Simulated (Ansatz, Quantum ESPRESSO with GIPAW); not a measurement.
# Assigning the 1H lines of NH4H2PO4

The values are calculated: DFT, PBEsol, plane-wave PAW (pslibrary 1.0.0 recipes), scalar-relativistic, GIPAW shieldings (Quantum ESPRESSO with GIPAW, a patched development version). Shifts follow from reference lines fitted to measured solids with this functional and these files. 1H: δ = (29.61 − σ) / 1.207, zero at TMS, fitted to 9 measured values, from Ca(BH4)2, Ca(OH)2, CsH2PO4, LiBH4, LiH, MgH2, NaH and NaOH, with a scatter of 0.55 ppm r.m.s. (this compound left out), with σ taken with the shape term of a sphere (7.0 ppm here). Kinds of site that fitted badly were split off after the misses were seen, so the scatter is that of the points kept. Spans are on the shift scale.

```xyz
24
Lattice="-3.6936 3.6936 3.9742 3.6936 -3.6936 3.9742 3.6936 3.6936 -3.9742" Properties=species:S:1:pos:R:3 pbc="T T T"
P     0.0000    0.0000    0.0000
P     0.0000    3.6936    1.9871
O     1.1147   -0.6479    0.8670
O     6.2726    0.6479    0.8670
O     0.6479    2.5790    2.8542
O     3.0458    1.1147   -1.1201
O     1.1147    4.3415    1.1201
O     4.3415   -2.5790    3.1072
O     3.0458    2.5790    3.1072
O     2.5790   -0.6479    5.0943
N     3.6936    0.0000    1.9871
N     0.0000    0.0000    3.9742
H     2.8420   -0.1453    1.3967
H     2.6276   -1.8468    4.9678
H     1.0661    5.5405    0.9936
H     1.8468    1.0661   -0.9936
H     3.8389   -0.8516    2.5776
H     1.8468    2.6276    2.9807
H     4.5453    0.1453    1.3967
H     0.1453    0.8516    3.3838
H     3.5483    2.8420   -0.5905
H     3.5483    0.8516    2.5776
H     0.8516   -0.1453    4.5647
H     2.8420    3.8389    0.5905
```

The cell is a computed entry of the Materials Project. The coordinates shown are those after relaxation (atoms relaxed).

The H sites:

| site | atom no. | atoms in cell | site symmetry | surroundings | bonds (Å) |
| --- | --- | --- | --- | --- | --- |
| H(1) | 13 | 8 | 1 | bound to N, H bond to O at 1.88 Å | 1.046 |
| H(2) | 14 | 4 | 2 | centred between two O, which may be the mean of two off-centre places | 1.207 |

The lines, in order of position:

| line | δ_iso (ppm) | relative area | span (ppm) | skew |
| --- | --- | --- | --- | --- |
| A | 14.64 | 1 | 36.92 | 0.96 |
| B | 5.53 | 2 | 20.27 | 0.83 |

Simulated spectrum: 1H MAS at 25 kHz, 7.05 T (300.2 MHz), lines broadened by 0.5 ppm; rigid lattice, with dipolar and J couplings left out. Its lines over 1.5 % of the strongest:

| δ (ppm) | area |
| --- | --- |
| 14.64 | 0.50 |
| 5.53 | 1.00 |

Q: Assign the lines to the sites.

A: A is H(2) (centred between two O, which may be the mean of two off-centre places); B is H(1) (bound to N, H bond to O at 1.88 Å). The areas settle A and B, whose multiplicities are unique.

[Banner, clock, file and message-heading lines were taken out of the pw.x and gipaw.x logs.]

[Logs are printed without paths, hosts, clocks, repeated set-up lines and the standing remarks that a program may print on its own settings, such as how far it seeks lower states.]

[Hosts, paths, dates, database ids (printed as entryN), source tags and the programs' standing remarks are cut or masked in the printed files.]
